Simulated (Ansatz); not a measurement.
# InH (model cell, started as layered BN type): phonons and vibrational spectra, part 2 of 2

Wanted: phonon frequencies of InH (model cell, started as layered BN type) and what follows from them.

Ansatz 0.2.0; DFT PBE, scalar-relativistic, plane waves, PAW.

So far. Step 4 (Tight relaxation): The forces vanish by symmetry and the pressure is -0.004 GPa, within the tolerances set. The cell now holds 18.15 Å³/atom. The relaxed cell has a = 3.772, c = 5.891 Å (conventional setting).

The structure was built from a prototype and need not be the compound's stable phase.

## 5. Zone-centre response

The zone centre comes first: it holds the modes that light can see, as far as symmetry allows. No field response is asked, since the mesh shows no gap.

input.yaml

```yaml
crystal:
  lattice:
    - [3.7721968407, 2.531e-06, 0.0]
    - [-1.8861006122, 3.2668170266, 0.0]
    - [0.0, 0.0, 5.8913884265]
  atoms:
    - { symbol: In, position: [0.3333333333, 0.6666666667, 0.25] }
    - { symbol: In, position: [0.6666666667, 0.3333333333, 0.75] }
    - { symbol: H, position: [0.6666666667, 0.3333333333, 0.25] }
    - { symbol: H, position: [0.3333333333, 0.6666666667, 0.75] }
kpoints:
  mp_grid: { grid: [12, 12, 6] }
hamiltonian:
  xc: pbe
scf:
  occupations: { method: methfessel_paxton, width: 0.15 }
output:
  eigenvalues: true
phonons:
  method: dfpt
```

Command:

```bash
ansatz run input.yaml --threads 4 --pin off --max-ram 7168MiB --backend cpu --events-out ev --progress --plain --runs-dir out
```

Numbers of over 12 decimals in the logs are rounded to 6 here.

Output:

```text
[...]
Crystal: 4 atoms, lattice volume = 72.600 Å³
Basis set: ecut = 420 eV, 1423 PW (Γ), exchange–correlation on 54×54×80 points (8 copies of the dense FFT grid, shifted against one another)
Bands: 18, of which v1, the nominal top of the filled ones, is band 14 counted from 1 (13 counted from 0)
Symmetry: 24 space group operations
k-points: 242 of 864 (irreducible under 2 space group operations, time reversal used)
[...]
SCF iter   1: F=—  HF=-11225.486927 eV  |F-HF|=—  |Δ(HF+E_count)|=         —  Δρ=2.95e-3  dr2=7.74e-3  ethr=1.77e-3  ⟨swp⟩=5.4  Hψ=20747  notcnv=0
[...]
SCF iter  10: F=-11225.484150 eV  HF=-11225.484150 eV  |F-HF|=5.46e-12  |Δ(HF+E_count)|=  2.36e-11  S|Δr|=    0.00e0  Δρ=4.80e-8  dr2=1.73e-12  ethr=1.00e-12  ⟨swp⟩=4.5  Hψ=21399  notcnv=0
SCF 1 converged in 10 iterations: F = -11225.484150 eV  dr2 = 1.73e-12
[...]
DFPT response loops at Γ: preconditioner auto → Kerker (q_TF=auto, 2.328 Å⁻¹) (partly filled bands, converged f_vac=0.000); β = 1.00, the filter's whole step (`scf.mixing.beta` (0.50) is not read by the response loops under this deck's `scf.mixing.preconditioner`; to damp them name `kerker` or `kerker_dos`, under which they read `scf.mixing.beta`, and type it under 1.00, their step now; both keys bind the ground state too); Broyden in place of MSR1
SCF converged after 10 iterations
[...]
Free energy (F): -11225.484150 eV
[...]
Internal energy: -11225.484217 eV  (E = F + TS)
E sigma→0 (E₀):  -11225.484166 eV
Entropy (-TS):   0.000067 eV (0.017 meV/atom)
Fermi energy:    6.977502 eV
[...]
--- Band table (eV; the first three rows and the last of 242) ---
  k-point 0: bands = [... 10 lower, -2.3091, 0.7474, 4.5043, 9.6575, 9.9906, 12.1925, 12.1925, 14.0152]
  k-point 1: bands = [... 10 lower, -2.1916, 0.3134, 5.1571, 9.7403, 9.8259, 12.3024, 12.3024, 13.9124]
  k-point 2: bands = [... 10 lower, -1.8407, -0.5040, 6.5922, 9.2941, 10.0193, 12.0388, 12.6174, 12.6174]
  k-point 241: bands = [... 10 lower, 1.1743, 1.1743, 4.4571, 4.4571, 7.4482, 7.4482, 10.5941, 10.5941]
--- Phonons (Γ-DFPT): 4 representative perturbations + reference, on 242 of 864 k-points (Σ response iterations 14) ---
  k mesh reduced under 2 symmetry operations, with k and −k counted as one. Each operation leaves every solved perturbation unchanged. A smaller set is not used because it would not reduce the number of displacements times k-points to solve
  ASR residual: 6.733e-6 → 0.000e0 eV/Å²; symmetrization residual: 3.953e-5 eV/Å²
  ASR residual per site (eV/Å²): 2.72e-6 2.72e-6 6.73e-6 6.73e-6
  Γ frequencies (cm⁻¹): -851.15 -206.61 -64.39 -64.39 0.00 0.00 0.00 66.17 424.61 424.61 487.95 487.95
  non-analytic LO–TO correction: not included (Born effective charges unavailable; polar crystals: no LO–TO splitting at Γ)
```

Wall time 36 s (4 threads of Arm Neoverse V2, shared host); peak memory 1.3 GiB; 2.3 min of CPU time.

Reading the cycles: dr2 is the Hartree energy of the density residual (eV), the measure of convergence; HF is the Harris–Foulkes estimate of the energy, which meets the free energy F at convergence.

Numbers from this step:

```
sum-rule residual before enforcement                    : 6.73e-6 eV/Å²
point group                                             : 6/mmm
highest optical mode at the zone centre (no LO-TO term) : 487.9 cm⁻¹
lowest optical zone-centre mode                         : -851.1 cm⁻¹
```

Patterns of degenerate modes are one choice out of their space. Modes at Γ, with each element's share of the kinetic energy (negative means imaginary):

```csv
mode,frequency (cm⁻¹),symmetry,In %,H %
1,-851.1,B1g,0,100
2,-206.6,A2u,1,99
3,-64.4,E2g,96,4
4,-64.4,E2g,96,4
5,0.0,acoustic,99,1
6,0.0,acoustic,99,1
7,0.0,acoustic,99,1
8,66.2,B1g,100,0
9,424.6,E2g,4,96
10,424.6,E2g,4,96
11,487.9,E1u,1,99
12,487.9,E1u,1,99
```

Displacements in mode 1 (-851.1 cm⁻¹), the largest set to 1:
```
In1  0.00  0.00 -0.01
In2  0.00  0.00  0.01
H3   0.00  0.00  1.00
H4   0.00  0.00 -1.00
```

Displacements in mode 9 (424.6 cm⁻¹), the largest set to 1:
```
In1  0.02  0.00  0.00
In2 -0.02  0.00  0.00
H3  -1.00  0.00  0.00
H4   1.00  0.00  0.00
```

Before it was imposed, the acoustic sum rule was missed by 6.7e-6 eV/Å². Small misses are needed for a sound result but don't prove that mesh and cutoff are converged. The lowest optical mode is imaginary, 851.1i cm⁻¹, so the energy falls along it.

## 6. Response at finite wavevector

The mesh has a single point along some directions, so zone-edge points there are not solved. Linear response on a 2×2×1 q mesh gives force constants as far as a supercell of that size would.

Changes to input.yaml since step 5:

```diff
@@ -20 +20,9 @@
   method: dfpt
+  qmesh: [2, 2, 1]
+  temperatures: { t_max: 1000, t_step: 50 }
+  qpath:
+    path:
+      - [[0.0, 0.0, 0.0], [0.5, 0.0, 0.0], [0.33333333, 0.33333333, 0.0], [0.0, 0.0, 0.0], [0.0, 0.0, 0.5], [0.5, 0.0, 0.5], [0.33333333, 0.33333333, 0.5], [0.0, 0.0, 0.5]]
+      - [[0.5, 0.0, 0.5], [0.5, 0.0, 0.0]]
+      - [[0.33333333, 0.33333333, 0.5], [0.33333333, 0.33333333, 0.0]]
+    npoints: 10
```

Output:

```text
[...]
Crystal: 4 atoms, lattice volume = 72.600 Å³
Basis set: ecut = 420 eV, 1423 PW (Γ), exchange–correlation on 54×54×80 points (8 copies of the dense FFT grid, shifted against one another)
Bands: 18, of which v1, the nominal top of the filled ones, is band 14 counted from 1 (13 counted from 0)
Symmetry: 24 space group operations
k-points: 76 of 864
[...]
SCF iter   1: F=—  HF=-11225.486918 eV  |F-HF|=—  |Δ(HF+E_count)|=         —  Δρ=2.94e-3  dr2=7.72e-3  ethr=1.77e-3  ⟨swp⟩=5.5  Hψ=6514  notcnv=0
[...]
SCF iter  10: F=-11225.484150 eV  HF=-11225.484150 eV  |F-HF|=1.82e-12  |Δ(HF+E_count)|=  1.13e-10  S|Δr|=    0.00e0  Δρ=4.86e-8  dr2=1.79e-12  ethr=1.00e-12  ⟨swp⟩=4.7  Hψ=6779  notcnv=0
SCF 1 converged in 10 iterations: F = -11225.484150 eV  dr2 = 1.79e-12
[...]
phonons: the bands overlap, so this run is a metal and interpolates without the dipole-dipole term. If the crystal is really an insulator or semiconductor, its LO-TO splitting is missing
NSCF: frozen V_eff on 76 k-points
[...]
DFPT response loops at q = (0, 0, 0) (fractional): preconditioner auto → Kerker (q_TF=auto, 2.328 Å⁻¹) (partly filled bands, converged f_vac=0.000); β = 1.00, the filter's whole step (`scf.mixing.beta` (0.50) is not read by the response loops under this deck's `scf.mixing.preconditioner`; to damp them name `kerker` or `kerker_dos`, under which they read `scf.mixing.beta`, and type it under 1.00, their step now; both keys bind the ground state too); Broyden in place of MSR1
[...]
SCF converged after 10 iterations
[...]
Free energy (F): -11225.484150 eV
[...]
Internal energy: -11225.484217 eV  (E = F + TS)
E sigma→0 (E₀):  -11225.484166 eV
Entropy (-TS):   0.000067 eV (0.017 meV/atom)
Fermi energy:    6.977502 eV
[...]
--- Band table (eV; the first three rows and the last of 76) ---
  k-point 0: bands = [... 10 lower, -2.3091, 0.7474, 4.5043, 9.6575, 9.9906, 12.1925, 12.1925, 14.0152]
  k-point 1: bands = [... 10 lower, -2.1916, 0.3134, 5.1571, 9.7403, 9.8259, 12.3024, 12.3024, 13.9124]
  k-point 2: bands = [... 10 lower, -1.8407, -0.5040, 6.5922, 9.2941, 10.0193, 12.0388, 12.6174, 12.6174]
  k-point 75: bands = [... 10 lower, 2.1549, 2.1549, 3.4988, 3.4988, 6.5611, 6.5611, 11.0279, 11.0279]
--- Phonons (Γ-DFPT): 4 representative perturbations + reference (Σ response iterations 14) ---
  ASR residual: 7.276e-6 → 0.000e0 eV/Å²; symmetrization residual: 1.522e-6 eV/Å²
  ASR residual per site (eV/Å²): 7.27e-6 7.27e-6 7.28e-6 7.28e-6
[...]
--- Phonons (arbitrary-q DFPT): 2 irreducible q on the 2×2×1 mesh ---
  q = [0.0000, 0.0000, 0.0000] (star 1, of the zone-centre solve; hermiticity 2.15e-6, symmetrization 1.05e-7): -851.15 -206.61 -64.39 -64.39 0.00 0.00 0.00 66.17 424.61 424.61 487.95 487.95
  q = [0.0000, -0.5000, 0.0000] (star 3, 6 solved perturbations in 1528 linear systems a pass and spin channel, the states on 296 of 864 k-point pairs; hermiticity 5.33e-7, symmetrization 1.47e-7): -922.08 -700.01 -280.11 -277.26 -265.80 -67.40 18.22 52.23 89.90 92.33 150.08 251.93
  sum rule: each row above includes the acoustic sum rule's correction from the zone centre's row sums; it moved no ω² by more than (1.40 cm⁻¹)²
  mesh force constants: q→R imaginary residual 1.33e-17; ASR residual 7.276e-6 → 0.000e0 eV/Å²; symmetrization residual 1.332e-15 eV/Å²
  interpolated dispersion: 93 rows × 12 modes
  density of states and harmonic sums: on the 20×20×11 q-mesh, interpolated from the force constants of a 2×2×1 supercell (no non-analytic term)
  largest difference from the sums on the solved wave vectors: F 1.44e-1 eV, S 1.64e-4 and C_V 6.44e-5 eV/K
  zero-point energy: 0.046118 eV/cell   skipped modes (ω ≤ 0): 1583, of them read as no rigid motion or as one in doubt: 1580 (5.997e0 modes/cell left out, lowest -922.08 cm⁻¹)   left out of the sums: 5.00e-1 of the cell's modes: C_V's classical limit lies that fraction below 3 k_B per atom; for a crystal, a wire or a layer, F and S can be off by more, and a phonons.interpolated_qmesh denser along its periods is the remedy for the sampling
```

It took 76 s on 4 threads; peak memory 1.2 GiB; 4.9 min of CPU time.

This step gave:

| Quantity | Value |
| --- | --- |
| sum-rule residual before enforcement | 7.28e-6 eV/Å² |
| lowest mode on the q mesh (acoustic modes at Γ apart) | -922.1 cm⁻¹ |
| highest frequency at a solved wavevector (no LO-TO term at Γ) | 487.9 cm⁻¹ |

Frequencies (cm⁻¹) solved at each irreducible wavevector; negative means imaginary. Frequencies by wavevector, by row:

```csv
q in reciprocal lattice units,star,mode 1,mode 2,mode 3,mode 4,mode 10,mode 11,mode 12
0 0 0,1,-851.1,-206.6,-64.4,-64.4,424.6,487.9,487.9
0 -0.5 0,3,-922.1,-700,-280.1,-277.3,92.3,150.1,251.9
```

Symmetry leaves 2 wavevectors to solve. The lowest mode among them, the acoustic zeros apart, lies at q = (0, -0.5, 0) and is imaginary, 922.1i cm⁻¹, so the energy falls along it.

## 7. Another isotope, element H, natural mass 1.008 amu

An isotope changes the mass and not the force constants, so no new electronic calculation is needed; the shifts show which modes move this element.

The same force constants with the mass of H changed from 1.008 to 2.014 u (phonopy, no LO-TO term). Both lists are sorted by frequency; levels can cross, so a row need not hold one and the same mode. Modes under 3 cm⁻¹ are left out. Isotope shifts, by row:

```csv
q,rank,natural mass (cm⁻¹),changed mass (cm⁻¹)
0 0 0,1,-851.1,-603.2
0 0 0,2,-206.6,-146.8
0 0 0,3,-64.39,-63.16
0 0 0,4,-64.39,-63.16
0 0 0,8,66.17,66.05
0 0 0,9,424.6,306.2
0 0 0,10,424.6,306.2
0 0 0,11,487.9,346.7
0 0 0,12,487.9,346.7
0 -0.5 0,1,-922.1,-652.9
0 -0.5 0,2,-700,-495.3
0 -0.5 0,3,-280.1,-212.7
0 -0.5 0,4,-277.3,-197.1
0 -0.5 0,5,-265.8,-188.1
0 -0.5 0,6,-67.4,-63.86
0 -0.5 0,7,18.22,18.22
0 -0.5 0,8,52.23,51.99
0 -0.5 0,9,89.9,89.88
0 -0.5 0,10,92.33,92.26
0 -0.5 0,11,150.1,139.8
0 -0.5 0,12,251.9,188.1
```

A mode of this element alone would shift by -29.26 %. The highest zone-centre frequency without the field goes from 487.9 to 346.7 cm⁻¹ (-28.9 %).

## 8. Isotope substitution, element In, natural mass 114.818 amu

The same for In, from 114.82 to 112.90 u.

The same force constants with the mass of In changed from 114.818 to 112.904 u (phonopy, no LO-TO term). Both lists are sorted by frequency; levels can cross, so a row need not hold one and the same mode. Modes under 3 cm⁻¹ are left out. Isotope shifts, by row:

```csv
q,rank,natural mass (cm⁻¹),changed mass (cm⁻¹)
0 0 0,1,-851.1,-851.2
0 0 0,2,-206.6,-206.6
0 0 0,3,-64.39,-64.91
0 0 0,4,-64.39,-64.91
0 0 0,8,66.17,66.72
0 0 0,9,424.6,424.8
0 0 0,10,424.6,424.8
0 0 0,11,487.9,488
0 0 0,12,487.9,488
0 -0.5 0,1,-922.1,-922.1
0 -0.5 0,2,-700,-700
0 -0.5 0,3,-280.1,-280.5
0 -0.5 0,4,-277.3,-277.3
0 -0.5 0,5,-265.8,-265.8
0 -0.5 0,6,-67.4,-67.9
0 -0.5 0,7,18.22,18.37
0 -0.5 0,8,52.23,52.67
0 -0.5 0,9,89.9,90.66
0 -0.5 0,10,92.33,93.11
0 -0.5 0,11,150.1,151.1
0 -0.5 0,12,251.9,252.2
```

A mode of this element alone would shift by +0.84 %. The highest zone-centre frequency without the field goes from 487.9 to 488.0 cm⁻¹ (+0.0 %).

## 9. Summary of results

```json
{"space group after relaxation (within 0.01 Å)": "P6_3/mmc", "volume per atom": "18.2 Å³", "electronic character": "no gap on this mesh", "highest optical mode at the zone centre (no LO-TO term)": "488 cm⁻¹", "lowest optical zone-centre mode": "-851 cm⁻¹", "lowest mode on the q mesh (acoustic modes at Γ apart)": "-922 cm⁻¹", "imaginary modes on the 2×2×1 q mesh": "yes"}
```

**Reading.** Modes are clearly imaginary (beyond 10i cm⁻¹) at 2 of the 2 irreducible wavevectors, most at q = (0, -0.5, 0) (922.1i cm⁻¹), so this structure is not a minimum of the energy. The optical modes at Γ span -851 to 488 cm⁻¹ (negative means imaginary). The highest mode in this list at Γ, 487.9 cm⁻¹, is mostly motion of H (99 % of the kinetic energy). The q mesh is too sparse to interpolate, so only the solved wavevectors are given. With no gap, or one that is small against the smearing, the frequencies hang on the k mesh and the smearing, most of all near Kohn anomalies. The starting cell was built on a prototype and not taken from a measurement, so the phase need not exist. These are harmonic frequencies at zero temperature: anharmonic shifts, linewidths and thermal expansion are left out.

[Logs are printed without paths, hosts, clocks, repeated set-up lines and the standing remarks that a program may print on its own settings, such as how far it seeks lower states.]

[Hosts, paths, dates, database ids (printed as entryN), source tags and the programs' standing remarks are cut or masked in the printed files.]
